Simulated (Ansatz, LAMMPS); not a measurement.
## Glassy 68SiO2-14MgO-11ZnO-7BaO (mol %) (75 atoms): a reference run and its variants

Density of this cell: 2.81 g/cm³. The cell holds 75 atoms: 19 Si, 4 Mg, 3 Zn, 2 Ba and 47 O. Cell: a = 10.307 Å, b = 10.307 Å, c = 10.307 Å, α = 90.0°, β = 90.0°, γ = 90.0°. 75 atoms (19 Si, 4 Mg, 3 Zn, 2 Ba, 47 O) placed at random at 2.81 g/cm³, melted at 4000 K for 10 ps at fixed volume with the Morse and Coulomb pair potential with partial charges (Pedone, Malavasi, Menziani, Cormack and Segre, J. Phys. Chem. B 110, 11780 (2006)). Quenched from 4000 K to 300 K at 25 K/ps and fixed volume, held 5 ps, then minimised at fixed cell.

Geometry: as built.

Reference run: Kohn-Sham DFT, PBE, PAW (set soft_2), plane waves (Ansatz 0.2.0), cutoff 420 eV, Γ point, fixed occupations.

```
r.m.s. force component                           : 0.8057 eV/Å
pressure                                         : 1.713 GPa
gap (highest filled to lowest empty level) : 2.53 eV
SCF cycles                                       : 10
time                                             : 26 s on 4 threads of Arm Neoverse N1, shared host
```

**Question.** The same geometry is run again with each of these changes. How far do the results move, and how long does each run take?
- support functions low
- support functions medium
- support functions medium, radius 3.62 Å
- basis.xc_grid = 2 and scf.convergence.dr2_threshold = 1e-11

Each row is set against the plane-wave reference (Kohn-Sham DFT, PBE, PAW (set soft_2), plane waves; r.m.s. force component 0.806 eV/Å). Energies are set beside the reference only for runs with its functional, potentials and electron count. Times are for 4 threads of Arm Neoverse N1, shared host. The reference's time includes the DOS, the stress and grids, which some other runs skip.

```
                                                        run  Δ force, r.m.s. (meV/Å)  share of r.m.s. force (%)  Δ energy (meV/atom)  Δ pressure (GPa)  Δ gap (eV)  cycles     time  host memory (GiB)
                                                  reference                        -                          -                    -                 -           -      10     26 s                1.4
                                      support functions low                     1.05                      0.131                -4.99                 -      9.0e-4      14  3.5 min                3.4
                                   support functions medium                    0.758                     0.0941                -4.99                 -      6.0e-4      17  4.1 min                3.4
                    support functions medium, radius 3.62 Å                     0.84                      0.104                -4.99                 -      6.0e-4      17  3.8 min                3.3
basis.xc_grid = 2 and scf.convergence.dr2_threshold = 1e-11                    0.009                     0.0012                    0                 0           0      15     30 s                1.3
```

Among numerical settings the force difference runs from 0.009 meV/Å (basis.xc_grid = 2 and scf.convergence.dr2_threshold = 1e-11) to 1.1 meV/Å (support functions low). At 75 atoms the fastest of the runs at a preset level, support functions low, takes roughly 8.0 times the time of plane waves (whose run also made extra analyses), in 14 SCF cycles against 10. Differences between support functions and plane waves include what basis error the plane-wave run still has. 

[Long decimals in the printed logs are rounded to 6 places.]

[Logs are printed without paths, hosts, clocks, repeated set-up lines and the standing remarks that a program may print on its own settings, such as how far it seeks lower states.]

[Hosts, paths, dates, database ids (printed as entryN), source tags and the programs' standing remarks are cut or masked in the printed files.]
